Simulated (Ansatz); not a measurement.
# Ni3GeC (Pm-3m): a soft mode frozen in, part 2 of 3

Wanted: the energy along a soft mode of Ni3GeC (Pm-3m) and the structure at the end.

Ansatz 0.2.0; DFT PBEsol, scalar-relativistic, plane waves, PAW; PAW set soft_1.

So far, highest frequency on path, mesh or solved points (cm⁻¹): step 2 (the dispersion) 723. Also lowest frequency on the path (cm⁻¹): step 2 -130.

## 4. The mode frozen in, largest atomic shift 0.45 Å

The atoms are moved along the unstable eigenvector, the largest shift by 0.45 Å, with the cell fixed.

input.yaml reads:

```yaml
crystal:
  lattice:
    - [-3.761644871, 0.0, 0.0]
    - [0.0, -3.761644871, -3.761644871]
    - [0.0, -3.761644871, 3.761644871]
  atoms:
    - { symbol: Ni, position: [1.0, 1.0, 0.5] }
    - { symbol: Ni, position: [1.0, 0.5, 0.0] }
    - { symbol: Ni, position: [0.5, 0.1901857412, 0.1901857412] }
    - { symbol: Ni, position: [0.5, 0.8098142588, 0.8098142588] }
    - { symbol: Ni, position: [0.5, 0.3098142588, 0.6901857412] }
    - { symbol: Ni, position: [0.5, 0.6901857412, 0.3098142588] }
    - { symbol: Ge, position: [0.0, 0.5, 0.5] }
    - { symbol: Ge, position: [0.0, 0.0, 0.0] }
    - { symbol: C, position: [0.5, 1.0, 0.5] }
    - { symbol: C, position: [0.5, 0.5, 0.0] }
kpoints:
  mp_grid: { grid: [10, 8, 8] }
hamiltonian:
  xc: pbesol
  pseudopotentials: { kind: paw, azcp: { folder: soft_1 }, xc_functional: pbe }
scf:
  occupations: { method: methfessel_paxton, width: 0.2 }
output:
  forces: true
  stress: true
  eigenvalues: true
```

The run is started by

```bash
$ ansatz run input.yaml --threads 4 --pin off --max-ram 10240MiB --backend cpu --events-out ev --progress --plain --runs-dir out
```

Log:

```text
[...]
Crystal: 10 atoms, lattice volume = 106.454 Å³
Basis set: ecut = 420 eV, 2077 PW (Γ), exchange–correlation on 54×72×72 points (8 copies of the dense FFT grid, shifted against one another)
Bands: 87, of which v1, the nominal top of the filled ones, is band 72 counted from 1 (71 counted from 0)
Symmetry: 16 space group operations
[...]
k-points: 90 of 640
[...]
k-point 0: bands = [... 68 lower, 15.6747, 15.7406, 16.5548, 16.5548, 17.3351, 17.4824, 18.5569, 18.5569, ... 11 higher]
  k-point 1: bands = [... 68 lower, 15.7267, 15.7318, 16.4401, 16.5275, 17.4122, 17.4283, 18.6095, 18.6203, ... 11 higher]
  k-point 2: bands = [... 68 lower, 15.8646, 15.8944, 16.2532, 16.5618, 17.2083, 17.5313, 18.7396, 18.7730, ... 11 higher]
  k-point 89: bands = [... 68 lower, 15.9601, 15.9601, 16.1427, 16.1427, 17.8649, 17.8649, 19.9959, 19.9959, ... 11 higher]
[key lines of the parts left out:]
SCF converged after 11 iterations
Free energy (F): -43830.304610 eV
Fermi energy:    16.852193 eV
P = ⅓ Tr σ = -1.4332 GPa (-14.332 kbar)
```

The job ended after 16 s (4 threads of Arm Neoverse V2, shared host; peak memory 0.94 GiB; 61 s of CPU time).

Read from the output:

| Item | Value |
| --- | --- |
| pressure | -1.433 GPa |
| energy from the undistorted cell | -39.61 meV/atom |

The energy, extrapolated to zero smearing, is -39.61 meV/atom against the undistorted cell.

The run ends at a pressure of -1.43 GPa, with forces up to 0.25 eV/Å.

## 5. Energy along the mode, all amplitudes (two of the runs are shown above)

An imaginary frequency means negative curvature, so the energy should fall and then rise again as anharmonic terms take over.

This step gave:

| Quantity | Value |
| --- | --- |
| depth at the lowest point sampled | 39.61 meV/atom |
| largest atomic shift at that point | 0.45 Å |

Energy from the parent against largest atomic shift:

| largest atomic shift (Å) | energy from the parent (meV/atom) |
| --- | --- |
| 0.000 | 0 |
| 0.040 | -0.925 |
| 0.080 | -3.65 |
| 0.140 | -10.7 |
| 0.220 | -23.5 |
| 0.320 | -37.8 |
| 0.450 | -39.6 |
| 0.600 | 6.03 |

Displacement at unit largest shift by atom:

| atom | x (Å) | y (Å) | z (Å) | size |
| --- | --- | --- | --- | --- |
| Ni1 | 0.00 | 0.00 | 0.00 | 0.00 |
| Ni2 | 0.00 | 0.00 | 0.00 | 0.00 |
| Ni3 | 0.00 | 1.00 | 0.00 | 1.00 |
| Ni4 | 0.00 | -1.00 | 0.00 | 1.00 |
| Ni5 | 0.00 | 0.00 | -1.00 | 1.00 |
| Ni6 | 0.00 | 0.00 | 1.00 | 1.00 |
| Ge7 | 0.00 | 0.00 | 0.00 | 0.00 |
| Ge8 | 0.00 | 0.00 | 0.00 | 0.00 |
| C9 | 0.00 | 0.00 | 0.00 | 0.00 |
| C10 | 0.00 | 0.00 | 0.00 | 0.00 |

The lowest step is at 0.45 Å, 39.6 meV/atom below the parent, and the energy rises beyond it.

## 6. Relaxation from the frozen mode

Starting from the lowest point found, all atoms and the cell are let go, so that strain and other modes of the same symmetry can join in.

input.yaml, as its differences from that of step 4:

```diff
@@ -27 +27,6 @@
   eigenvalues: true
+relax:
+  adjacent_minimum: "off"
+  f_tol: 0.002
+  max_steps: 120
+  cell: { stress_tol: 0.03 }
```

Log:

```text
[...]
Crystal: 10 atoms, lattice volume = 106.454 Å³
Basis set: ecut = 420 eV, 2077 PW (Γ), exchange–correlation on 54×72×72 points (8 copies of the dense FFT grid, shifted against one another)
Bands: 87, of which v1, the nominal top of the filled ones, is band 72 counted from 1 (71 counted from 0)
Symmetry: 16 space group operations
[...]
k-points: 90 of 640
[...]
SCF iter   1: F=—  HF=-43833.173613 eV  |F-HF|=—  |Δ(HF+E_count)|=         —  Δρ=1.02e-1  dr2=1.19e1  ethr=3.10e-3  ⟨swp⟩=5.0  Hψ=23874  notcnv=0  defer=43
[...]
SCF iter  11: F=-43830.304610 eV  HF=-43830.304610 eV  |F-HF|=4.68e-8  |Δ(HF+E_count)|=   5.07e-8  S|Δr|=    0.00e0  Δρ=6.73e-6  dr2=5.24e-8  ethr=6.94e-11  ⟨swp⟩=10.4  Hψ=35948  notcnv=0
SCF 1 converged in 11 iterations: F = -43830.304610 eV  dr2 = 5.24e-8
[...]
relax step   1: F+E_penalty+E_count = -43830.30460953 eV  Δ(F+E_penalty+E_count) = +0.000e0 eV  max|allowed force component| = 2.461e-1 eV/Å  Δτ_max = 0.0000 Å  P = -1.433 GPa  Ω = 106.454 Å³  (11 SCF iters, dr2 threshold 1.00e-7 eV, accepted)
Crystal: 10 atoms, lattice volume = 105.943 Å³
Basis set: ecut = 420 eV, 2061 PW (Γ), exchange–correlation on 54×72×72 points (8 copies of the dense FFT grid, shifted against one another)
[...]
SCF iter   6: F=-43830.332819 eV  HF=-43830.332820 eV  |F-HF|=5.03e-7  |Δ(HF+E_count)|=   8.97e-7  S|Δr|=    0.00e0  Δρ=2.35e-5  dr2=4.74e-7  ethr=6.94e-10  ⟨swp⟩=6.5  Hψ=34142  notcnv=0
SCF 2 converged in 6 iterations: F = -43830.332819 eV  dr2 = 4.74e-7
relax step   2: F+E_penalty+E_count = -43830.33281904 eV  Δ(F+E_penalty+E_count) = -2.821e-2 eV  max|allowed force component| = 1.851e-1 eV/Å  Δτ_max = 0.0071 Å  P = -0.637 GPa  Ω = 105.943 Å³  energy of the carried Pulay correction = +4.407e-4 eV  (6 SCF iters, dr2 threshold 1.00e-6 eV, accepted)
Crystal: 10 atoms, lattice volume = 105.490 Å³
[...]
SCF iter   7: F=-43830.365954 eV  HF=-43830.365955 eV  |F-HF|=1.30e-6  |Δ(HF+E_count)|=   5.19e-7  S|Δr|=    0.00e0  Δρ=2.92e-5  dr2=8.86e-7  ethr=6.94e-10  ⟨swp⟩=3.7  Hψ=32623  notcnv=0
SCF 3 converged in 7 iterations: F = -43830.365954 eV  dr2 = 8.86e-7
[...]
relax step   3: F+E_penalty+E_count = -43830.36595398 eV  Δ(F+E_penalty+E_count) = -3.313e-2 eV  max|allowed force component| = 7.951e-4 eV/Å  Δτ_max = 0.0204 Å  P = -0.170 GPa  Ω = 105.490 Å³  energy of the carried Pulay correction = +8.323e-4 eV  (7 SCF iters, dr2 threshold 1.00e-6 eV, accepted)
[...]
relax step   4: F+E_penalty+E_count = -43830.36618653 eV  Δ(F+E_penalty+E_count) = -2.326e-4 eV  max|allowed force component| = 3.537e-3 eV/Å  Δτ_max = 0.0000 Å  P = +0.102 GPa  Ω = 105.365 Å³  energy of the carried Pulay correction = +9.404e-4 eV  (5 SCF iters, dr2 threshold 3.64e-7 eV, accepted)
[...]
relax step   5: F+E_penalty+E_count = -43830.36615691 eV  Δ(F+E_penalty+E_count) = +2.962e-5 eV  max|allowed force component| = 2.290e-3 eV/Å  Δτ_max = 0.0018 Å  P = -0.013 GPa  Ω = 105.426 Å³  energy of the carried Pulay correction = +8.878e-4 eV  (6 SCF iters, dr2 threshold 3.13e-8 eV, accepted)
[...]
relax step   6: F+E_penalty+E_count = -43830.36616784 eV  Δ(F+E_penalty+E_count) = -1.093e-5 eV  max|allowed force component| = 8.256e-5 eV/Å  Δτ_max = 0.0007 Å  P = +0.000 GPa  Ω = 105.418 Å³  energy of the carried Pulay correction = +8.948e-4 eV  (7 SCF iters, dr2 threshold 3.28e-10 eV, accepted)
[...]
SCF iter   7: F=-43830.365559 eV  HF=-43830.365559 eV  |F-HF|=1.46e-11  |Δ(HF+E_count)|=  5.09e-11  S|Δr|=    0.00e0  Δρ=7.02e-8  dr2=6.70e-12  ethr=1.00e-12  ⟨swp⟩=3.5  Hψ=30493  notcnv=0
SCF 7 converged in 7 iterations: F = -43830.365559 eV  dr2 = 6.70e-12
relax step   7: F+E_penalty+E_count = -43830.36555875 eV  Δ(F+E_penalty+E_count) = +6.091e-4 eV  max|allowed force component| = 1.261e-4 eV/Å  Δτ_max = 0.0000 Å  P = -0.000 GPa  Ω = 105.418 Å³  stress off target by 2.48e-2 GPa  SCF on the basis re-selected at this cell (its energy is not comparable with the rows above)  (7 SCF iters)
basis re-selected at this cell: Δ(F+E_penalty+E_count) = +6.091e-4 eV, ΔP = -0.000 GPa vs the last step (what re-selecting the basis moved, of the pressure what is left beyond the Pulay correction that the steps carried, after the strain that the cell walked since its last selection, with what the two solves' SCF thresholds leave and, on support functions, any second-order correction that the steps lacked; it is no m [...]
SCF converged after 7 iterations
[...]
Free energy (F): -43830.365559 eV
[...]
Internal energy: -43830.380965 eV  (E = F + TS)
E sigma→0 (E₀):  -43830.369410 eV
Entropy (-TS):   0.015407 eV (1.541 meV/atom)
Fermi energy:    17.075648 eV
[...]
--- Forces (eV/Å), atoms counted from 1 ---
  atom   1  Ni    -0.00000000     0.00000000    -0.00000000
  atom   2  Ni     0.00000000    -0.00000000    -0.00000000
  atom   3  Ni     0.00000000     0.00012609    -0.00000000
  atom   4  Ni    -0.00000000    -0.00012609     0.00000000
  atom   5  Ni     0.00000000     0.00000000    -0.00012609
  atom   6  Ni    -0.00000000    -0.00000000     0.00012609
  atom   7  Ge     0.00000000    -0.00000000    -0.00000000
  atom   8  Ge     0.00000000     0.00000000     0.00000000
  atom   9  C      0.00000000    -0.00000000    -0.00000000
  atom  10  C      0.00000000     0.00000000     0.00000000
  max |Σ_I F_I| component: 5.20e-18 eV/Å
--- Stress (GPa, compression-positive) ---
        0.024777      -0.000000      -0.000000
       -0.000000      -0.012685      -0.000000
       -0.000000      -0.000000      -0.012685
  P = ⅓ Tr σ = -0.0002 GPa (-0.002 kbar)
--- Band table (eV; the first three rows and the last of 90) ---
  k-point 0: bands = [... 68 lower, 15.9071, 15.9761, 16.7986, 16.7986, 17.6288, 17.8399, 18.6913, 18.6913, ... 11 higher]
  k-point 1: bands = [... 68 lower, 15.9590, 15.9629, 16.6893, 16.7806, 17.6833, 17.7609, 18.7437, 18.7758, ... 11 higher]
  k-point 2: bands = [... 68 lower, 16.0986, 16.1286, 16.5040, 16.8393, 17.5324, 17.7364, 18.8748, 18.9491, ... 11 higher]
  k-point 89: bands = [... 68 lower, 16.2123, 16.2123, 16.3359, 16.3359, 18.0497, 18.0497, 20.3812, 20.3812, ... 11 higher]
--- Relaxed structure (6 steps of the walk, 6 accepted, 1 SCFs on fresh bases) ---
  F+E_penalty+E_count = -43830.36555875 eV   max|allowed force component| = 1.261e-4 eV/Å   (the final SCF, on the basis selected at the relaxed cell)
  cell:  # Å, volume = 105.4178 Å³
    - [-3.819662, 0, 0]
    - [0, -3.714750, -3.714750]
    - [0, -3.714750, 3.714750]
  atoms:
    - { symbol: Ni, position: [1.000000, 1.0, 0.500000] }
    - { symbol: Ni, position: [1.000000, 0.5, 0.0] }
    - { symbol: Ni, position: [0.500000, 0.193994, 0.193994] }
    - { symbol: Ni, position: [0.500000, 0.806006, 0.806006] }
    - { symbol: Ni, position: [0.500000, 0.306006, 0.693994] }
    - { symbol: Ni, position: [0.500000, 0.693994, 0.306006] }
    - { symbol: Ge, position: [0, 0.5, 0.5] }
    - { symbol: Ge, position: [0, 0, -1.267292e-19] }
    - { symbol: C, position: [0.500000, 1.0, 0.500000] }
    - { symbol: C, position: [0.500000, 0.5, 0.0] }
```

It took 1.7 min on 4 threads; peak memory 0.98 GiB; 6.9 min of CPU time.

Step by step:

| step | energy less that of the first step (eV) | largest force component (eV/Å) | pressure (GPa) | volume (Å³) |
| --- | --- | --- | --- | --- |
| 1 | 0.0000 | 0.2461 | -1.43 | 106.45 |
| 2 | -0.0282 | 0.1851 | -0.64 | 105.94 |
| 3 | -0.0613 | 0.0008 | -0.17 | 105.49 |
| 4 | -0.0616 | 0.0035 | 0.10 | 105.37 |
| 5 | -0.0615 | 0.0023 | -0.01 | 105.43 |
| 6 | -0.0616 | 0.0001 | 0.00 | 105.42 |
| 7* | -0.0609 | 0.0001 | 0.00 | 105.42 |

Relaxation steps marked * repeat the geometry before them on a plane-wave basis chosen anew for their cell, so energy and pressure can jump there.

Forces are held to the 16 operations that the program found; a distortion that breaks them can't arise in this run.

| cell as run | before | after | change |
| --- | --- | --- | --- |
| a (Å) | 3.762 | 3.820 | +1.5 % |
| b (Å) | 5.320 | 5.253 | -1.2 % |
| c (Å) | 5.320 | 5.253 | -1.2 % |
| volume (Å³/atom) | 10.65 | 10.54 | -1.0 % |

The atoms that moved most (Å, as changes of fractional coordinates times the final cell):

| atom | dx | dy | dz | length |
| --- | --- | --- | --- | --- |
| Ni4 | 0.000 | 0.028 | 0.000 | 0.028 |
| Ni3 | 0.000 | -0.028 | 0.000 | 0.028 |
| Ni6 | 0.000 | 0.000 | -0.028 | 0.028 |
| Ni5 | 0.000 | 0.000 | 0.028 | 0.028 |

This step gave:

```yaml
pressure: -1.97e-4 GPa
volume_per_atom: 10.54 Å³
```

The distorted start has space group P4/mbm; the relaxation ends in P4/mbm.

## 7. The new phase in its own primitive cell

The relaxed structure is symmetrised, reduced to its primitive cell and relaxed tightly, as its phonons need.

input.yaml, the sections that differ from step 6:

```yaml
crystal:
  lattice:
    - [5.2534496972, 0.0, 0.0]
    - [0.0, 5.2534496972, 0.0]
    - [0.0, 0.0, 3.8196615443]
  atoms:
    - { symbol: Ni, position: [0.0, 0.0, 0.0] }
    - { symbol: Ni, position: [0.5, 0.5, 0.0] }
    - { symbol: Ni, position: [0.1939941838, 0.6939941838, 0.5] }
    - { symbol: Ni, position: [0.8060058162, 0.3060058162, 0.5] }
    - { symbol: Ni, position: [0.3060058162, 0.1939941838, 0.5] }
    - { symbol: Ni, position: [0.6939941838, 0.8060058162, 0.5] }
    - { symbol: Ge, position: [0.5, 0.0, 0.0] }
    - { symbol: Ge, position: [0.0, 0.5, 0.0] }
    - { symbol: C, position: [0.0, 0.0, 0.5] }
    - { symbol: C, position: [0.5, 0.5, 0.5] }
kpoints:
  mp_grid: { grid: [8, 8, 10] }
relax:
  adjacent_minimum: "off"
  f_tol: 0.001
  max_steps: 60
  cell: { stress_tol: 0.01 }
# hamiltonian, scf, output: as in step 6
```

Log:

```text
[...]
Crystal: 10 atoms, lattice volume = 105.418 Å³
Basis set: ecut = 420 eV, 2069 PW (Γ), exchange–correlation on 72×72×54 points (8 copies of the dense FFT grid, shifted against one another)
Bands: 87, of which v1, the nominal top of the filled ones, is band 72 counted from 1 (71 counted from 0)
Symmetry: 16 space group operations
[...]
k-points: 90 of 640
[...]
- { symbol: Ni, position: [0.500000, 0.500000, 0.0] }
    - { symbol: Ni, position: [0.193969, 0.693969, 0.5] }
    - { symbol: Ni, position: [0.806031, 0.306031, 0.5] }
    - { symbol: Ni, position: [0.306031, 0.193969, 0.5] }
    - { symbol: Ni, position: [0.693969, 0.806031, 0.5] }
    - { symbol: Ge, position: [0.500000, 0, 0.0] }
    - { symbol: Ge, position: [0, 0.500000, 0.0] }
    - { symbol: C, position: [0, 0, 0.5] }
    - { symbol: C, position: [0.500000, 0.500000, 0.5] }
[key lines of the parts left out:]
SCF converged after 5 iterations
Free energy (F): -43830.365559 eV
Fermi energy:    17.075668 eV
P = ⅓ Tr σ = -0.0025 GPa (-0.025 kbar)
```

Run time: 53 s. Hardware: 4 threads; peak memory 0.97 GiB; 3.5 min of CPU time.

Little changed from the start: no atom moved by 0.005 Å and no cell edge by 0.1 %.

Read from the output:

* pressure: -0.002455 GPa

The largest force component left is 0.081 meV/Å and the pressure is -0.002 GPa, within the tolerances set. The cell now holds 10.54 Å³/atom.

[end of part 2 of 3]

[Long decimals in the printed logs are rounded to 6 places.]

[Logs are printed without paths, hosts, clocks, repeated set-up lines and the standing remarks that a program may print on its own settings, such as how far it seeks lower states.]

[Hosts, paths, dates, database ids (printed as entryN), source tags and the programs' standing remarks are cut or masked in the printed files.]

[Where the starting crystal was built by hand or by swapping elements, it need not be the compound's stable phase.]
